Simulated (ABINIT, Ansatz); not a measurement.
**KCl (Sylvite): bands and cutoff in G0W0 with ABINIT**

Wanted: a converged G0W0 gap of KCl (Sylvite), or an estimate of the limit.

Main program and level: ABINIT 10.8.3; PBE and many-body steps on it, plane waves.

**1. Starting point**

The structure is cubic, space group Fm-3m (No. 225). The conventional cell has a = 6.293 Å, b = 6.293 Å, c = 6.293 Å, α = 90.00°, β = 90.00°, γ = 90.00°. Nearest to K lie 6 Cl at 3.15 Å. Nearest to Cl lie 6 K at 3.15 Å. Farther neighbours and most contacts between anions are not listed.

The cell and positions come from the Crystallography Open Database and are kept as given unless a step says otherwise.

**2. Empty states on the mesh, 4×4×4 mesh, 201 bands**

This step: ABINIT 10.8.3; DFT, PBE, plane waves, norm-conserving pseudopotentials.

The sums over transitions need many empty states on a uniform mesh; this step solves for them.

Contents of run.abi:

```
acell 3*1.0 Angstrom
rprim 
  -0.000000000000 3.146470000000 3.146470000000
  3.146470000000 0.000000000000 3.146470000000
  3.146470000000 3.146470000000 -0.000000000000
ntypat 2
znucl 19 17
natom 2
typat 1 2
xred 
  0.000000000000 0.000000000000 0.000000000000
  0.500000000000 0.500000000000 0.500000000000
pp_dirpath "pseudos"
pseudos "K.upf, Cl.upf"
ecut 33
ngkpt 4 4 4
nshiftk 1
shiftk 0 0 0
kptopt 1
chksymbreak 0
irdden 1
istwfk *1
nband 201
prtvol 0
optdriver 6
gwr_task "HDIAGO"
paral_kgb 0
occopt 1
indata_prefix "in"
outdata_prefix "out"
tmpdata_prefix "tmp"
```

Run with:

```
$ OMP_NUM_THREADS=1 mpirun -n 4 abinit run.abi > log
```

The log of the run:

```text
.Version 10.8.3 of ABINIT. v10.8.2 released Aug 2026.

 Symmetries : space group Fm -3 m (#225); Bravais cF (face-center cubic)
[... echo of the input left out ...]
== DATASET  1 ==================================================================
-   mpi_nproc: 4, omp_nthreads: 1 (-1 if OMP is not activated)

--- !DatasetInfo
iteration_state: {dtset: 1, }
dimensions: {natom: 2, nkpt: 8, mband: 201, nsppol: 1, nspinor: 1, nspden: 1, mpw: 3839, }
cutoff_energies: {ecut:  33.0, pawecutdg:  -1.0, }
[...]
Direct band gap semiconductor
 Fundamental gap:     5.190 (eV)
   VBM:    -0.231 (eV) at k: [ 0.0000E+00,  0.0000E+00,  0.0000E+00]
   CBM:     4.958 (eV) at k: [ 0.0000E+00,  0.0000E+00,  0.0000E+00]
 Direct gap:         5.190 (eV) at k: [ 0.0000E+00,  0.0000E+00,  0.0000E+00]

== END DATASET(S) ==============================================================
================================================================================

 -outvars: echo values of variables after computation  --------
           etotal      0.0000000000E+00
            nband         201
             nkpt           8
          spgroup         225
 [... the other variables as echoed above ...]

 Calculation completed.
```

It took 1.8 min on 4 MPI ranks of Intel Xeon Platinum 8259CL at 2.50GHz (Skylake/Cascade Lake), shared host; peak memory 3.4 GiB; 7 min of CPU time.

This step gave:

- gap: 5.190 eV
- k of the valence top: 0, 0, 0
- k of the conduction bottom: 0, 0, 0
- least direct gap: 5.190 eV
- k points computed: 8
- lowest point of the top converged band, above the valence top: 112.3479 eV

On this mesh the gap is 5.190 eV.

The density comes from a self-consistent run that is not shown.

**3. Screening, 4×4×4 mesh, 31 bands, screening to 76.2 eV**

The RPA dielectric matrix is built and inverted for each q.

This step: RPA screening on PBE, plane waves, norm-conserving pseudopotentials.

Edit run.abi of step 2 so:

```diff
@@ -20,10 +20,11 @@
 chksymbreak 0
-irdden 1
 istwfk *1
-nband 201
-prtvol 0
-optdriver 6
-gwr_task "HDIAGO"
-paral_kgb 0
 occopt 1
+irdwfk 1
+optdriver 3
+nband 31
+ecuteps 2.8
+inclvkb 2
+awtr 1
+symchi 1
 indata_prefix "in"
```

The log of the run:

```text
.Version 10.8.3 of ABINIT. v10.8.2 released Aug 2026.

 Symmetries : space group Fm -3 m (#225); Bravais cF (face-center cubic)
[... echo of the input left out ...]
== DATASET  1 ==================================================================
-   mpi_nproc: 4, omp_nthreads: 1 (-1 if OMP is not activated)

--- !DatasetInfo
iteration_state: {dtset: 1, }
dimensions: {natom: 2, nkpt: 8, mband: 31, nsppol: 1, nspinor: 1, nspden: 1, mpw: 3839, }
cutoff_energies: {ecut:  33.0, pawecutdg:  -1.0, }
electrons: {nelect:   1.60000000E+01, charge:   0.00000000E+00, occopt:   1.00000000E+00, tsmear:   1.00000000E-02, }

 SCREENING: Calculation of the susceptibility and dielectric matrices

 Based on a program developped by R.W. Godby, V. Olevano, G. Onida, and L. Reining.
 Incorporated in ABINIT by V. Olevano, G.-M. Rignanese, and M. Torrent.
.Using double precision arithmetic ; gwpc =  8

[... cell and pseudopotentials left out ...]
--------------------------------------------------------------------------------

 ==== K-mesh for the wavefunctions ====
 Number of points in the irreducible wedge :     8
[... list of points left out ...]
 Together with 48 symmetry operations and time-reversal symmetry
 yields    64 points in the full Brillouin Zone.

 ==== Q-mesh for the screening function ====
 Number of points in the irreducible wedge :     8
[... list of points left out ...]
 Together with 48 symmetry operations and time-reversal symmetry
 yields    64 points in the full Brillouin Zone.

 setmesh: FFT mesh size selected  =    30x   30x   30
          total number of points  =        27000

 vcoul_init : cutoff-mode = AUXILIARY_FUNCTION
 q-points for optical limit:   1
     1)      0.000010    0.000020    0.000030

- screening: taking advantage of time-reversal symmetry
- Maximum band index for partially occupied states nbvw = 8
- Remaining bands to be divided among processors   nbcw = 23
- Number of bands treated by each node ~5

 Number of electrons calculated from density =   16.0000; Expected =   16.0000
 average of density, n =  0.038056
 r_s =    1.8443
 omega_plasma =   18.8177 [eV]

 calculating chi0 at frequencies [eV] :
  1    0.000000E+00    0.000000E+00
  2    0.000000E+00    1.881772E+01

--------------------------------------------------------------------------------
  q-point number  1        q = ( 0.000000, 0.000000, 0.000000) [r.l.u.]
--------------------------------------------------------------------------------
[... chi0 elements left out ...]
 For q-point:  0.000010 0.000020 0.000030
  dielectric constant =   2.1659
  dielectric constant without local fields =   2.5771

  Average fulfillment of the sum rule on Im[epsilon] for q-point    1 :     41.79  [%]
[... wings left out ...]
  q-point number  2        q = ( 0.250000, 0.000000, 0.000000) [r.l.u.]
--------------------------------------------------------------------------------
[... chi0 elements left out ...]
  Average fulfillment of the sum rule on Im[epsilon] for q-point    2 :     64.10  [%]

 [... 6 further q-points ...]
```

It took 9.6 s on 4 MPI ranks; peak memory 0.6 GiB; 37 s of CPU time.

This step gave:

- ε∞ with local fields, on this mesh, along the program's q direction: 2.166
- the same without local fields: 2.577
- plasma frequency: 18.82 eV
- plane waves in the screening matrix: 113

Local fields lower ε∞ by 16 %.

**4. 31 bands, 76.2 eV**

The self-energy is evaluated for the states that the input lists, and the levels follow from it, in one-shot runs by the linearised quasiparticle equation.

This step: G0W0 on PBE, plane waves, norm-conserving pseudopotentials.

Edit run.abi of step 3 so:

```diff
@@ -23,8 +23,15 @@
 irdwfk 1
-optdriver 3
+optdriver 4
 nband 31
+gwcalctyp 0
+ecutsigx 33
+symsigma 1
+nkptgw 1
+kptgw 
+  0.0000000000 0.0000000000 0.0000000000
+bdgw 
+  6 12
 ecuteps 2.8
-inclvkb 2
-awtr 1
-symchi 1
+irdscr 1
+ppmodel 1
 indata_prefix "in"
```

The log of the run:

```text
.Version 10.8.3 of ABINIT. v10.8.2 released Aug 2026.

 Symmetries : space group Fm -3 m (#225); Bravais cF (face-center cubic)
[... echo of the input left out ...]
== DATASET  1 ==================================================================
-   mpi_nproc: 4, omp_nthreads: 1 (-1 if OMP is not activated)

--- !DatasetInfo
iteration_state: {dtset: 1, }
dimensions: {natom: 2, nkpt: 8, mband: 31, nsppol: 1, nspinor: 1, nspden: 1, mpw: 3839, }
cutoff_energies: {ecut:  33.0, pawecutdg:  -1.0, }
electrons: {nelect:   1.60000000E+01, charge:   0.00000000E+00, occopt:   1.00000000E+00, tsmear:   1.00000000E-02, }

 SIGMA: Calculation of the GW corrections

 Based on a program developped by R.W. Godby, V. Olevano, G. Onida, and L. Reining.
 Incorporated in ABINIT by V. Olevano, G.-M. Rignanese, and M. Torrent.
.Using double precision arithmetic ; gwpc =  8

[... cell and pseudopotentials left out ...]
--------------------------------------------------------------------------------

 ==== K-mesh for the wavefunctions ====
 Number of points in the irreducible wedge :     8
[... list of points left out ...]
 Together with 48 symmetry operations and time-reversal symmetry
 yields    64 points in the full Brillouin Zone.

 ==== Q-mesh for screening function ====
 Number of points in the irreducible wedge :     8
[... list of points left out ...]
 Together with 48 symmetry operations and time-reversal symmetry
 yields    64 points in the full Brillouin Zone.

 vcoul_init : cutoff-mode = AUXILIARY_FUNCTION
 q-points for optical limit:   1
     1)      0.000010    0.000020    0.000030
 setmesh: FFT mesh size selected  =    45x   45x   45
          total number of points  =        91125

 Number of electrons calculated from density =   16.0000; Expected =   16.0000
 average of density, n =  0.038056
 r_s =    1.8443
 omega_plasma =   18.8177 [eV]

 === KS Band Gaps ===
  >>>> For spin  1
   Minimum direct gap =   5.1895 [eV], located at k-point      :   0.0000  0.0000  0.0000
   Fundamental gap    =   5.1895 [eV], Top of valence bands at :   0.0000  0.0000  0.0000
                                       Bottom of conduction at :   0.0000  0.0000  0.0000
 SIGMA fundamental parameters:
 PLASMON POLE MODEL  1
 number of plane-waves for SigmaX                 3839
 number of plane-waves for SigmaC and W            113
 number of plane-waves for wavefunctions          3839
 number of bands                                    31
 number of independent spin polarizations            1
 number of spinorial components                      1
 number of k-points in IBZ                           8
 number of q-points in IBZ                           8
 number of symmetry operations                      48
 number of k-points in BZ                           64
 number of q-points in BZ                           64
 number of frequencies for dSigma/dE                 9
 frequency step for dSigma/dE [eV]                0.25
 number of omega for Sigma on real axis              0
 max omega for Sigma on real axis  [eV]           0.00
 zcut for avoiding poles [eV]                     0.10

 EPSILON^-1 parameters (SCR file):
 dimension of the eps^-1 matrix on file            113
 dimension of the eps^-1 matrix used               113
 number of plane-waves for wavefunctions          3839
 number of bands                                    31
 number of q-points in IBZ                           8
 number of frequencies                               2
 number of real frequencies                          1
 number of imag frequencies                          1

 matrix elements of self-energy operator (all in [eV])

 Perturbative Calculation

--- !SelfEnergy_ee
iteration_state: {dtset: 1, }
kpoint     : [   0.000,    0.000,    0.000, ]
spin       : 1
KS_gap     :    5.190
QP_gap     :    7.862
Delta_QP_KS:    2.673
data: !SigmaeeData |
     Band     E0 <VxcDFT>   SigX SigC(E0)      Z dSigC/dE  Sig(E)    E-E0       E
        6  -0.231 -14.148 -18.664   2.567   0.819  -0.221 -15.744  -1.597  -1.828
        7  -0.231 -14.148 -18.664   2.567   0.819  -0.221 -15.744  -1.597  -1.828
        8  -0.231 -14.148 -18.664   2.567   0.819  -0.221 -15.744  -1.597  -1.828
        9   4.958  -6.955  -3.245  -2.487   0.880  -0.136  -5.879   1.076   6.034
       10   8.135  -8.956  -4.051  -2.294   0.878  -0.138  -6.663   2.294  10.429
       11   8.135  -8.956  -4.051  -2.294   0.878  -0.138  -6.663   2.294  10.429
       12   8.135  -8.956  -4.051  -2.294   0.878  -0.138  -6.663   2.294  10.429

== END DATASET(S) ==============================================================
================================================================================

 -outvars: echo values of variables after computation  --------
           etotal      0.0000000000E+00
            nband          31
             nkpt           8
          spgroup         225
 [... the other variables as echoed above ...]

 Calculation completed.
```

It took 4.9 s on 4 MPI ranks; peak memory 0.32 GiB.

Numbers from this step:

| Item | Value |
| --- | --- |
| G0W0 gap on the points computed | 7.862 eV |
| starting gap on the mesh | 5.190 eV |
| k of the valence top | 0, 0, 0 |
| k of the conduction bottom | 0, 0, 0 |
| Z at the valence top | 0.819 |
| Z at the conduction bottom | 0.88 |
| least direct G0W0 gap on the computed points | 7.862 eV |

The gap on the mesh goes from 5.19 eV to 7.86 eV, a correction of +2.67 eV.

**5. Screening, 4×4×4 mesh, 83 bands, screening to 141.5 eV**

This step: RPA screening on PBE, plane waves, norm-conserving pseudopotentials.

Edit run.abi of step 4 so:

```diff
@@ -23,15 +23,8 @@
 irdwfk 1
-optdriver 4
-nband 31
-gwcalctyp 0
-ecutsigx 33
-symsigma 1
-nkptgw 1
-kptgw 
-  0.0000000000 0.0000000000 0.0000000000
-bdgw 
-  6 12
-ecuteps 2.8
-irdscr 1
-ppmodel 1
+optdriver 3
+nband 83
+ecuteps 5.2
+inclvkb 2
+awtr 1
+symchi 1
 indata_prefix "in"
```

The log of the run:

```text
.Version 10.8.3 of ABINIT. v10.8.2 released Aug 2026.

 Symmetries : space group Fm -3 m (#225); Bravais cF (face-center cubic)
[... echo of the input left out ...]
== DATASET  1 ==================================================================
-   mpi_nproc: 4, omp_nthreads: 1 (-1 if OMP is not activated)

--- !DatasetInfo
iteration_state: {dtset: 1, }
dimensions: {natom: 2, nkpt: 8, mband: 83, nsppol: 1, nspinor: 1, nspden: 1, mpw: 3839, }
cutoff_energies: {ecut:  33.0, pawecutdg:  -1.0, }
electrons: {nelect:   1.60000000E+01, charge:   0.00000000E+00, occopt:   1.00000000E+00, tsmear:   1.00000000E-02, }

 SCREENING: Calculation of the susceptibility and dielectric matrices

 Based on a program developped by R.W. Godby, V. Olevano, G. Onida, and L. Reining.
 Incorporated in ABINIT by V. Olevano, G.-M. Rignanese, and M. Torrent.
.Using double precision arithmetic ; gwpc =  8

[... cell and pseudopotentials left out ...]
--------------------------------------------------------------------------------

 ==== K-mesh for the wavefunctions ====
 Number of points in the irreducible wedge :     8
[... list of points left out ...]
 Together with 48 symmetry operations and time-reversal symmetry
 yields    64 points in the full Brillouin Zone.

 ==== Q-mesh for the screening function ====
 Number of points in the irreducible wedge :     8
[... list of points left out ...]
 Together with 48 symmetry operations and time-reversal symmetry
 yields    64 points in the full Brillouin Zone.

 setmesh: FFT mesh size selected  =    32x   32x   32
          total number of points  =        32768

 vcoul_init : cutoff-mode = AUXILIARY_FUNCTION
 q-points for optical limit:   1
     1)      0.000010    0.000020    0.000030

- screening: taking advantage of time-reversal symmetry
- Maximum band index for partially occupied states nbvw = 8
- Remaining bands to be divided among processors   nbcw = 75
- Number of bands treated by each node ~18

 Number of electrons calculated from density =   16.0000; Expected =   16.0000
 average of density, n =  0.038056
 r_s =    1.8443
 omega_plasma =   18.8177 [eV]

 calculating chi0 at frequencies [eV] :
  1    0.000000E+00    0.000000E+00
  2    0.000000E+00    1.881772E+01

--------------------------------------------------------------------------------
  q-point number  1        q = ( 0.000000, 0.000000, 0.000000) [r.l.u.]
--------------------------------------------------------------------------------
[... chi0 elements left out ...]
 For q-point:  0.000010 0.000020 0.000030
  dielectric constant =   2.1768
  dielectric constant without local fields =   2.5833

  Average fulfillment of the sum rule on Im[epsilon] for q-point    1 :     65.00  [%]
[... wings left out ...]
  q-point number  2        q = ( 0.250000, 0.000000, 0.000000) [r.l.u.]
--------------------------------------------------------------------------------
[... chi0 elements left out ...]
  Average fulfillment of the sum rule on Im[epsilon] for q-point    2 :     74.68  [%]

 [... 6 further q-points ...]
```

The job ended after 31 s (4 MPI ranks; peak memory 0.89 GiB).

Numbers from this step:

| Quantity | Value |
| --- | --- |
| ε∞ with local fields, on this mesh, along the program's q direction | 2.177 |
| the same without local fields | 2.583 |
| plasma frequency | 18.82 eV |
| plane waves in the screening matrix | 259 |

[end of part 1 of 2]

[Paths, hosts, dates, memory and timing lines, banners, echoed tables and standing remarks are left out of the program output.]

[Logs are printed without paths, hosts, clocks, repeated set-up lines and the standing remarks that a program may print on its own settings, such as how far it seeks lower states.]

[Runs of the session that timed out or met a known fault of the program may be left out.]

[No measured gap is set beside runs whose start may be inverted or whose files or cutoffs have a known fault.]

[Hosts, paths, dates, database ids (printed as entryN), source tags and the programs' standing remarks are cut or masked in the printed files.]

[G0W0 gaps are taken among the corrected bands and points alone; a level outside them can change the order at an edge.]

[Where Ansatz stands beside ABINIT at settings called matched, ABINIT's density can come from a denser mesh and the files from another edition; pairs whose starting gaps differed by over 0.03 eV were left out, so agreement reads better than it is.]
